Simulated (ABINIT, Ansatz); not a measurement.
# How the form of the self-energy moves the gap of PNO (P3_2)

Wanted: the gap of PNO (P3_2) under several approximations, with cost.

Method: LDA and many-body steps on it, plane waves, in ABINIT 10.8.3.

## Step 1: Starting point

Symmetry: P3_2, No. 145, trigonal system. Conventional cell: a = 4.784 Å, b = 4.784 Å, c = 5.281 Å, α = 90.00°, β = 90.00°, γ = 120.00°. Nearest to P lie 2 N at 1.57 Å and 2 O at 1.60 to 1.62 Å. Nearest to N lie 2 P at 1.57 Å. Nearest to O lie 2 P at 1.60 to 1.62 Å. Farther neighbours and most contacts between anions are not listed.

As a file:

```cif
data_structure
_symmetry_space_group_name_H-M 'P 1'
_symmetry_Int_Tables_number 1
_cell_length_a 4.7836
_cell_length_b 4.7836
_cell_length_c 5.2812
_cell_angle_alpha 90.000
_cell_angle_beta 90.000
_cell_angle_gamma 120.000
_cell_volume 104.66
loop_
_atom_site_label
_atom_site_type_symbol
_atom_site_fract_x
_atom_site_fract_y
_atom_site_fract_z
_atom_site_occupancy
P1 P 0.98591 0.46192 0.32818 1
P2 P 0.53808 0.52399 0.99484 1
P3 P 0.47601 0.01409 0.66151 1
N4 N 0.38833 0.26058 0.78215 1
N5 N 0.87225 0.61167 0.11549 1
N6 N 0.73942 0.12775 0.44882 1
O7 O 0.14648 0.72029 0.55634 1
O8 O 0.27971 0.42619 0.22300 1
O9 O 0.57381 0.85352 0.88967 1
```

The cell and positions are those that the Materials Project relaxed with its own functionals (PBE, PBE+U or r2SCAN), kept fixed.

## Step 2: Empty states on the mesh, 3×3×2 mesh, 212 bands

This step: ABINIT 10.8.3; DFT, LDA, plane waves, norm-conserving pseudopotentials.

The sums over transitions need many empty states on a uniform mesh; this step solves for them.

Input file run.abi:

```
acell 3*1.0 Angstrom
rprim 
  4.783611555019 -0.000000000004 0.000000000000
  -2.391805777506 4.142729128486 0.000000000000
  0.000000000000 0.000000000000 5.281207000000
ntypat 3
znucl 15 7 8
natom 9
typat 1 1 1 2 2 2 3 3 3
xred 
  0.985906000000 0.461916000000 0.328176000000
  0.538084000000 0.523990000000 0.994842666667
  0.476010000000 0.014094000000 0.661509333333
  0.388331000000 0.260582000000 0.782152000000
  0.872251000000 0.611669000000 0.115485333333
  0.739418000000 0.127749000000 0.448818666667
  0.146478000000 0.720287000000 0.556338000000
  0.279713000000 0.426191000000 0.223004666667
  0.573809000000 0.853522000000 0.889671333333
pp_dirpath "pseudos"
pseudos "P.upf, N.upf, O.upf"
ecut 36
ngkpt 3 3 2
nshiftk 1
shiftk 0 0 0
kptopt 1
chksymbreak 0
iscf -2
irdden 1
istwfk *1
nband 212
nbdbuf 18
tolwfr 1e-09
nstep 60
prtvol 0
indata_prefix "in"
outdata_prefix "out"
tmpdata_prefix "tmp"
```

Launch:

```
$ OMP_NUM_THREADS=1 mpirun -n 4 abinit run.abi > log
```

Numbers of over 12 decimals in the logs are rounded to 6 here.

Output:

```text
.Version 10.8.3 of ABINIT. v10.8.2 released Aug 2026.

 Symmetries : space group P3_2 (#145); Bravais hP (primitive hexag.)
[... echo of the input left out ...]
== DATASET  1 ==================================================================
-   mpi_nproc: 4, omp_nthreads: 1 (-1 if OMP is not activated)

--- !DatasetInfo
iteration_state: {dtset: 1, }
dimensions: {natom: 9, nkpt: 6, mband: 212, nsppol: 1, nspinor: 1, nspden: 1, mpw: 7302, }
cutoff_energies: {ecut:  36.0, pawecutdg:  -1.0, }
[...]
2.74421    2.77311    2.78103    2.78103    2.78535    2.79586    2.79586    2.83437
   2.83437    2.83506    2.84991    2.86533    2.86533    2.89311    2.89678    2.89679
   2.91616    2.91631    2.94437    2.95521
 prteigrs : prtvol=0 or 1, do not print more k-points.

== END DATASET(S) ==============================================================
================================================================================

 -outvars: echo values of variables after computation  --------
            nband         212
             nkpt           6
          spgroup         145
 [... the other variables as echoed above ...]

 Calculation completed.
```

The job ended after 2.2 min (4 MPI ranks of Intel Xeon Platinum 8559C (Emerald Rapids), shared host; peak memory 0.51 GiB).

Numbers from this step:

| Quantity | Value |
| --- | --- |
| gap | 5.226 eV |
| k of the valence top | 0.3333, 0.3333, 0 |
| k of the conduction bottom | 0, 0, 0 |
| least direct gap | 5.422 eV |
| k points computed | 6 |
| lowest point of the top converged band, above the valence top | 71.4917 eV |

On this mesh the gap is 5.226 eV.

The density comes from a self-consistent run that is not shown.

## Step 3: Screening, 3×3×2 mesh, 93 bands, screening to 114.3 eV

The RPA dielectric matrix is built and inverted for each q.

This step: RPA screening on LDA, plane waves, norm-conserving pseudopotentials.

Edit run.abi of step 2 so:

```diff
@@ -27,10 +27,11 @@
 chksymbreak 0
-iscf -2
-irdden 1
 istwfk *1
-nband 212
-nbdbuf 18
-tolwfr 1e-09
-nstep 60
-prtvol 0
+occopt 1
+irdwfk 1
+optdriver 3
+nband 93
+ecuteps 4.2
+inclvkb 2
+awtr 1
+symchi 1
 indata_prefix "in"
```

Output:

```text
.Version 10.8.3 of ABINIT. v10.8.2 released Aug 2026.

 Symmetries : space group P3_2 (#145); Bravais hP (primitive hexag.)
[... echo of the input left out ...]
== DATASET  1 ==================================================================
-   mpi_nproc: 4, omp_nthreads: 1 (-1 if OMP is not activated)

--- !DatasetInfo
iteration_state: {dtset: 1, }
dimensions: {natom: 9, nkpt: 6, mband: 93, nsppol: 1, nspinor: 1, nspden: 1, mpw: 7302, }
cutoff_energies: {ecut:  36.0, pawecutdg:  -1.0, }
electrons: {nelect:   4.80000000E+01, charge:   0.00000000E+00, occopt:   1.00000000E+00, tsmear:   1.00000000E-02, }

 SCREENING: Calculation of the susceptibility and dielectric matrices

 Based on a program developped by R.W. Godby, V. Olevano, G. Onida, and L. Reining.
 Incorporated in ABINIT by V. Olevano, G.-M. Rignanese, and M. Torrent.
.Using double precision arithmetic ; gwpc =  8

[... cell and pseudopotentials left out ...]
--------------------------------------------------------------------------------

 ==== K-mesh for the wavefunctions ====
 Number of points in the irreducible wedge :     6
[... list of points left out ...]
 Together with  3 symmetry operations and time-reversal symmetry
 yields    18 points in the full Brillouin Zone.

 ==== Q-mesh for the screening function ====
 Number of points in the irreducible wedge :     6
[... list of points left out ...]
 Together with  3 symmetry operations and time-reversal symmetry
 yields    18 points in the full Brillouin Zone.

 setmesh: FFT mesh size selected  =    36x   36x   45
          total number of points  =        58320

 vcoul_init : cutoff-mode = AUXILIARY_FUNCTION
 q-points for optical limit:   1
     1)      0.000010    0.000020    0.000030

- screening: taking advantage of time-reversal symmetry
- Maximum band index for partially occupied states nbvw = 24
- Remaining bands to be divided among processors   nbcw = 69
- Number of bands treated by each node ~17

 Number of electrons calculated from density =   48.0000; Expected =   48.0000
 average of density, n =  0.067962
 r_s =    1.5201
 omega_plasma =   25.1472 [eV]

 calculating chi0 at frequencies [eV] :
  1    0.000000E+00    0.000000E+00
  2    0.000000E+00    2.514723E+01

--------------------------------------------------------------------------------
  q-point number  1        q = ( 0.000000, 0.000000, 0.000000) [r.l.u.]
--------------------------------------------------------------------------------
[... chi0 elements left out ...]
 For q-point:  0.000010 0.000020 0.000030
  dielectric constant =   3.3076
  dielectric constant without local fields =   3.6526

  Average fulfillment of the sum rule on Im[epsilon] for q-point    1 :     46.20  [%]
[... wings left out ...]
  q-point number  2        q = ( 0.333333, 0.000000, 0.000000) [r.l.u.]
--------------------------------------------------------------------------------
[... chi0 elements left out ...]
  Average fulfillment of the sum rule on Im[epsilon] for q-point    2 :     55.98  [%]

 [... 4 further q-points ...]
```

Run time: 51 s. Hardware: 4 MPI ranks; peak memory 1.6 GiB; 3.4 min of CPU time.

Numbers from this step:

```
ε∞ with local fields, on this mesh, along the program's q direction : 3.308
the same without local fields                                       : 3.653
plasma frequency                                                    : 25.15 eV
plane waves in the screening matrix                                 : 303
```

Local fields lower ε∞ by 9 %. On a Γ-centred mesh this coarse the value itself is usually too large, while a short band sum pulls it down.

## Step 4: G0W0, Godby-Needs plasmon pole

The self-energy is evaluated for the states that the input lists, and the levels follow from it, in one-shot runs by the linearised quasiparticle equation.

This step: G0W0 on LDA, plane waves, norm-conserving pseudopotentials.

Edit run.abi of step 3 so:

```diff
@@ -30,8 +30,19 @@
 irdwfk 1
-optdriver 3
+optdriver 4
 nband 93
+gwcalctyp 0
+ecutsigx 36
+symsigma 1
+nkptgw 3
+kptgw 
+  0.3333333333 0.3333333333 0.0000000000
+  0.0000000000 0.0000000000 0.0000000000
+  0.3333333333 0.0000000000 0.0000000000
+bdgw 
+  23 26
+  23 27
+  23 26
 ecuteps 4.2
-inclvkb 2
-awtr 1
-symchi 1
+irdscr 1
+ppmodel 1
 indata_prefix "in"
```

Output:

```text
.Version 10.8.3 of ABINIT. v10.8.2 released Aug 2026.

 Symmetries : space group P3_2 (#145); Bravais hP (primitive hexag.)
[... echo of the input left out ...]
== DATASET  1 ==================================================================
-   mpi_nproc: 4, omp_nthreads: 1 (-1 if OMP is not activated)

--- !DatasetInfo
iteration_state: {dtset: 1, }
dimensions: {natom: 9, nkpt: 6, mband: 93, nsppol: 1, nspinor: 1, nspden: 1, mpw: 7302, }
cutoff_energies: {ecut:  36.0, pawecutdg:  -1.0, }
electrons: {nelect:   4.80000000E+01, charge:   0.00000000E+00, occopt:   1.00000000E+00, tsmear:   1.00000000E-02, }

 SIGMA: Calculation of the GW corrections

 Based on a program developped by R.W. Godby, V. Olevano, G. Onida, and L. Reining.
 Incorporated in ABINIT by V. Olevano, G.-M. Rignanese, and M. Torrent.
.Using double precision arithmetic ; gwpc =  8

[... cell and pseudopotentials left out ...]
--------------------------------------------------------------------------------

 ==== K-mesh for the wavefunctions ====
 Number of points in the irreducible wedge :     6
[... list of points left out ...]
 Together with  3 symmetry operations and time-reversal symmetry
 yields    18 points in the full Brillouin Zone.

 ==== Q-mesh for screening function ====
 Number of points in the irreducible wedge :     6
[... list of points left out ...]
 Together with  3 symmetry operations and time-reversal symmetry
 yields    18 points in the full Brillouin Zone.

 vcoul_init : cutoff-mode = AUXILIARY_FUNCTION
 q-points for optical limit:   1
     1)      0.000010    0.000020    0.000030
 setmesh: FFT mesh size selected  =    45x   45x   54
          total number of points  =       109350

 Number of electrons calculated from density =   48.0000; Expected =   48.0000
 average of density, n =  0.067962
 r_s =    1.5201
 omega_plasma =   25.1472 [eV]

 === KS Band Gaps ===
  >>>> For spin  1
   Minimum direct gap =   5.4221 [eV], located at k-point      :   0.3333  0.0000  0.0000
   Fundamental gap    =   5.2258 [eV], Top of valence bands at :   0.3333  0.3333  0.0000
                                       Bottom of conduction at :   0.0000  0.0000  0.0000
 SIGMA fundamental parameters:
 PLASMON POLE MODEL  1
 number of plane-waves for SigmaX                 7275
 number of plane-waves for SigmaC and W            303
 number of plane-waves for wavefunctions          7275
 number of bands                                    93
 number of independent spin polarizations            1
 number of spinorial components                      1
 number of k-points in IBZ                           6
 number of q-points in IBZ                           6
 number of symmetry operations                       3
 number of k-points in BZ                           18
 number of q-points in BZ                           18
 number of frequencies for dSigma/dE                 9
 frequency step for dSigma/dE [eV]                0.25
 number of omega for Sigma on real axis              0
 max omega for Sigma on real axis  [eV]           0.00
 zcut for avoiding poles [eV]                     0.10

 EPSILON^-1 parameters (SCR file):
 dimension of the eps^-1 matrix on file            303
 dimension of the eps^-1 matrix used               303
 number of plane-waves for wavefunctions          7275
 number of bands                                    93
 number of q-points in IBZ                           6
 number of frequencies                               2
 number of real frequencies                          1
 number of imag frequencies                          1

 matrix elements of self-energy operator (all in [eV])

 Perturbative Calculation

--- !SelfEnergy_ee
iteration_state: {dtset: 1, }
kpoint     : [   0.333,    0.333,    0.000, ]
spin       : 1
KS_gap     :    6.251
QP_gap     :    8.671
Delta_QP_KS:    2.420
data: !SigmaeeData |
     Band     E0 <VxcDFT>   SigX SigC(E0)      Z dSigC/dE  Sig(E)    E-E0       E
       23   2.668 -17.324 -21.628   3.764   0.808  -0.237 -17.760  -0.436   2.232
       24   2.713 -16.940 -21.057   3.598   0.808  -0.237 -17.359  -0.419   2.293
       25   8.964 -14.766  -8.774  -3.577   0.829  -0.207 -12.765   2.001  10.965
       26   9.203 -13.874  -7.996  -3.581   0.830  -0.205 -11.969   1.906  11.108

--- !SelfEnergy_ee
iteration_state: {dtset: 1, }
kpoint     : [   0.000,    0.000,    0.000, ]
spin       : 1
KS_gap     :    5.716
QP_gap     :    8.044
Delta_QP_KS:    2.328
data: !SigmaeeData |
     Band     E0 <VxcDFT>   SigX SigC(E0)      Z dSigC/dE  Sig(E)    E-E0       E
       23   2.223 -16.495 -20.751   3.623   0.809  -0.235 -17.007  -0.513   1.710
       24   2.223 -16.495 -20.751   3.623   0.809  -0.235 -17.007  -0.513   1.710
[...]
--- !SelfEnergy_ee
iteration_state: {dtset: 1, }
kpoint     : [   0.333,    0.000,    0.000, ]
spin       : 1
KS_gap     :    5.422
QP_gap     :    7.737
Delta_QP_KS:    2.315
data: !SigmaeeData |
     Band     E0 <VxcDFT>   SigX SigC(E0)      Z dSigC/dE  Sig(E)    E-E0       E
[...]
24   2.692 -17.080 -21.272   3.659   0.808  -0.237 -17.511  -0.432   2.260
       25   8.114 -14.339  -8.560  -3.514   0.832  -0.202 -12.455   1.883   9.997
       26   8.586 -13.264  -7.556  -3.530   0.836  -0.196 -11.443   1.821  10.407

== END DATASET(S) ==============================================================
================================================================================

 -outvars: echo values of variables after computation  --------
           etotal      0.0000000000E+00
            nband          93
             nkpt           6
          spgroup         145
 [... the other variables as echoed above ...]

 Calculation completed.
```

Elapsed: 17 s, on 4 MPI ranks; peak memory 1.1 GiB; 69 s of CPU time.

Numbers from this step:

| Item | Value |
| --- | --- |
| G0W0 gap on the points computed | 7.461 eV |
| starting gap on the mesh | 5.226 eV |
| k of the valence top | 0.3333, 0.3333, 0 |
| k of the conduction bottom | 0, 0, 0 |
| Z at the valence top | 0.808 |
| Z at the conduction bottom | 0.828 |
| least direct G0W0 gap on the computed points | 7.737 eV |

The gap on the mesh goes from 5.23 eV to 7.46 eV, a correction of +2.24 eV.

## Step 5: G0W0, Hybertsen-Louie plasmon pole

Edit run.abi of step 4 so:

```diff
@@ -46,3 +46,3 @@
 irdscr 1
-ppmodel 1
+ppmodel 2
 indata_prefix "in"
```

Output:

```text
.Version 10.8.3 of ABINIT. v10.8.2 released Aug 2026.

 Symmetries : space group P3_2 (#145); Bravais hP (primitive hexag.)
[... echo of the input left out ...]
== DATASET  1 ==================================================================
-   mpi_nproc: 4, omp_nthreads: 1 (-1 if OMP is not activated)

--- !DatasetInfo
iteration_state: {dtset: 1, }
dimensions: {natom: 9, nkpt: 6, mband: 93, nsppol: 1, nspinor: 1, nspden: 1, mpw: 7302, }
cutoff_energies: {ecut:  36.0, pawecutdg:  -1.0, }
electrons: {nelect:   4.80000000E+01, charge:   0.00000000E+00, occopt:   1.00000000E+00, tsmear:   1.00000000E-02, }

 SIGMA: Calculation of the GW corrections

 Based on a program developped by R.W. Godby, V. Olevano, G. Onida, and L. Reining.
 Incorporated in ABINIT by V. Olevano, G.-M. Rignanese, and M. Torrent.
.Using double precision arithmetic ; gwpc =  8

[... cell and pseudopotentials left out ...]
--------------------------------------------------------------------------------

 ==== K-mesh for the wavefunctions ====
 Number of points in the irreducible wedge :     6
[... list of points left out ...]
 Together with  3 symmetry operations and time-reversal symmetry
 yields    18 points in the full Brillouin Zone.

 ==== Q-mesh for screening function ====
 Number of points in the irreducible wedge :     6
[... list of points left out ...]
 Together with  3 symmetry operations and time-reversal symmetry
 yields    18 points in the full Brillouin Zone.

 vcoul_init : cutoff-mode = AUXILIARY_FUNCTION
 q-points for optical limit:   1
     1)      0.000010    0.000020    0.000030
 setmesh: FFT mesh size selected  =    45x   45x   54
          total number of points  =       109350

 Number of electrons calculated from density =   48.0000; Expected =   48.0000
[...]
number of plane-waves for wavefunctions          7275
 number of bands                                    93
 number of q-points in IBZ                           6
 number of frequencies                               2
 number of real frequencies                          1
 number of imag frequencies                          1

 matrix elements of self-energy operator (all in [eV])

 Perturbative Calculation

--- !SelfEnergy_ee
iteration_state: {dtset: 1, }
kpoint     : [   0.333,    0.333,    0.000, ]
spin       : 1
KS_gap     :    6.251
QP_gap     :    8.978
Delta_QP_KS:    2.727
data: !SigmaeeData |
     Band     E0 <VxcDFT>   SigX SigC(E0)      Z dSigC/dE  Sig(E)    E-E0       E
       23   2.668 -17.324 -21.628   3.512   0.859  -0.164 -18.004  -0.680   1.988
       24   2.713 -16.940 -21.057   3.362   0.858  -0.165 -17.588  -0.648   2.065
       25   8.964 -14.766  -8.774  -3.603   0.870  -0.149 -12.687   2.079  11.043
[...]
--- !SelfEnergy_ee
iteration_state: {dtset: 1, }
kpoint     : [   0.000,    0.000,    0.000, ]
spin       : 1
KS_gap     :    5.716
QP_gap     :    8.242
Delta_QP_KS:    2.526
data: !SigmaeeData |
     Band     E0 <VxcDFT>   SigX SigC(E0)      Z dSigC/dE  Sig(E)    E-E0       E
[...]
--- !SelfEnergy_ee
iteration_state: {dtset: 1, }
kpoint     : [   0.333,    0.000,    0.000, ]
spin       : 1
KS_gap     :    5.422
QP_gap     :    7.991
Delta_QP_KS:    2.569
data: !SigmaeeData |
     Band     E0 <VxcDFT>   SigX SigC(E0)      Z dSigC/dE  Sig(E)    E-E0       E
[...]
25   8.114 -14.339  -8.560  -3.598   0.872  -0.147 -12.437   1.902  10.016
       26   8.586 -13.264  -7.556  -3.577   0.875  -0.143 -11.400   1.864  10.450

== END DATASET(S) ==============================================================
================================================================================

 -outvars: echo values of variables after computation  --------
           etotal      0.0000000000E+00
            nband          93
             nkpt           6
          spgroup         145
 [... the other variables as echoed above ...]

 Calculation completed.
```

Run time: 17 s. Hardware: 4 MPI ranks; peak memory 1.1 GiB; 69 s of CPU time.

This step gave:

* G0W0 gap on the points computed: 7.640 eV
* starting gap on the mesh: 5.226 eV
* k of the valence top: 0.3333, 0.3333, 0
* k of the conduction bottom: 0, 0, 0
* Z at the valence top: 0.858
* Z at the conduction bottom: 0.87
* least direct G0W0 gap on the computed points: 7.991 eV

Against G0W0 in ABINIT (3×3×2 mesh, 93 bands, screening to 114.3 eV, Godby-Needs plasmon pole), the gap moves by +0.179 eV.

## Step 6: G0W0, Engel-Farid plasmon pole

Edit run.abi of step 5 so:

```diff
@@ -46,3 +46,3 @@
 irdscr 1
-ppmodel 2
+ppmodel 4
 indata_prefix "in"
```

Output:

```text
.Version 10.8.3 of ABINIT. v10.8.2 released Aug 2026.

 Symmetries : space group P3_2 (#145); Bravais hP (primitive hexag.)
[... echo of the input left out ...]
== DATASET  1 ==================================================================
-   mpi_nproc: 4, omp_nthreads: 1 (-1 if OMP is not activated)

--- !DatasetInfo
iteration_state: {dtset: 1, }
dimensions: {natom: 9, nkpt: 6, mband: 93, nsppol: 1, nspinor: 1, nspden: 1, mpw: 7302, }
cutoff_energies: {ecut:  36.0, pawecutdg:  -1.0, }
[...]
Band     E0 <VxcDFT>   SigX SigC(E0)      Z dSigC/dE  Sig(E)    E-E0       E
[...]
25   8.114 -14.339  -8.560  -3.560   0.848  -0.179 -12.457   1.882   9.996
       26   8.586 -13.264  -7.556  -3.577   0.852  -0.174 -11.448   1.816  10.402

== END DATASET(S) ==============================================================
================================================================================

 -outvars: echo values of variables after computation  --------
           etotal      0.0000000000E+00
            nband          93
             nkpt           6
          spgroup         145
 [... the other variables as echoed above ...]

 Calculation completed.
```

Run time: 10 s. Hardware: 4 MPI ranks; peak memory 1 GiB.

Numbers from this step:

| Property | Result |
| --- | --- |
| G0W0 gap on the points computed | 7.529 eV |
| starting gap on the mesh | 5.226 eV |
| k of the valence top | 0.3333, 0.3333, 0 |
| k of the conduction bottom | 0, 0, 0 |
| least direct G0W0 gap on the computed points | 7.788 eV |

Against G0W0 in ABINIT (3×3×2 mesh, 93 bands, screening to 114.3 eV, Godby-Needs plasmon pole), the gap moves by +0.068 eV.

[end of part 1 of 2]

[Paths, hosts, dates, memory and timing lines, banners, echoed tables and standing remarks are left out of the program output.]

[Logs are printed without paths, hosts, clocks, repeated set-up lines and the standing remarks that a program may print on its own settings, such as how far it seeks lower states.]

[Runs of the session that timed out or met a known fault of the program may be left out.]

[No measured gap is set beside runs whose start may be inverted or whose files or cutoffs have a known fault.]

[Hosts, paths, dates, database ids (printed as entryN), source tags and the programs' standing remarks are cut or masked in the printed files.]

[G0W0 gaps are taken among the corrected bands and points alone; a level outside them can change the order at an edge.]

[Where Ansatz stands beside ABINIT at settings called matched, ABINIT's density can come from a denser mesh and the files from another edition; pairs whose starting gaps differed by over 0.03 eV were left out, so agreement reads better than it is.]
